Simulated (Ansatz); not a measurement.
## Al (Fm-3m): the Drude term of Re ε in the infrared

Re ε of Al (Fm-3m) at low photon energies is read from one computed spectrum; the carriers' damping was typed as γ = 0.05 eV.

The structure is cubic, space group Fm-3m (No. 225). The conventional cell has a = 4.050 Å, b = 4.050 Å, c = 4.050 Å, α = 90.00°, β = 90.00°, γ = 90.00°. Al on site a has 12 Al at 2.86 Å as nearest neighbours.

Method: Ansatz 0.2.0, PBE, independent particles, k-mesh 18×18×18 with interpolation inside its cells, Gaussian parameter 0.1 eV.

Launch of the response step: `ansatz run input.yaml --threads 4 --pin off --max-ram 8192MiB --backend cpu --events-out ev --progress --plain --runs-dir out`. The run took 6 s, on 4 threads of Arm Neoverse V2, with other jobs on the host.

| photon energy E (eV) | wavelength (µm) | Re ε |
| --- | --- | --- |
| 0.25 | 4.96 | ? |
| 0.30 | 4.13 | -1578.5 |
| 0.35 | 3.54 | -1145.1 |
| 0.40 | 3.10 | -881.4 |
| 0.50 | 2.48 | -620.8 |
| 0.60 | 2.07 | -453.2 |
| 0.70 | 1.77 | -329.0 |

A Drude term over a constant background gives Re ε = ε_b − ωp²/(E² + γ²), linear in 1/(E² + γ²).

Working, on the rows shown:

| x = 1/(E² + γ²) (eV⁻²) | y = Re ε |
| --- | --- |
| 10.8108 | -1578.5 |
| 8 | -1145.1 |
| 6.15385 | -881.4 |
| 3.9604 | -620.8 |
| 2.75862 | -453.2 |
| 2.03046 | -329 |

Means: x̄ = 5.619, ȳ = -834.67. Σ(x − x̄)(y − ȳ) = -7886, Σ(x − x̄)² = 56.72. Slope = -7886 / 56.72 = -139; intercept = ȳ − slope · x̄ = -53.395. The line misses the rows shown by at most 28.

Q: Predict the last column of the withheld row from the fit.

A: At x = 15.385 the line gives y = -2192.5. The run gave -2293.4, so the extrapolation is off by 100, 5 % of the range in the table.

Refitted with all rows, the slope is -145.1 and the intercept -25.02. These give ωp = √(−slope) = 12.05 eV, against 12.46 eV from the program's Fermi-surface sum, and an intercept of -25.0. Taking the program's Drude term off the rows leaves 95 at the lowest energy and -14 at the highest, so the background isn't constant: interband transitions lie in or near the window, and neither fitted number can be trusted. The values come from a sum over the points of one k-mesh and carry its error, which is largest for Fermi-surface quantities.
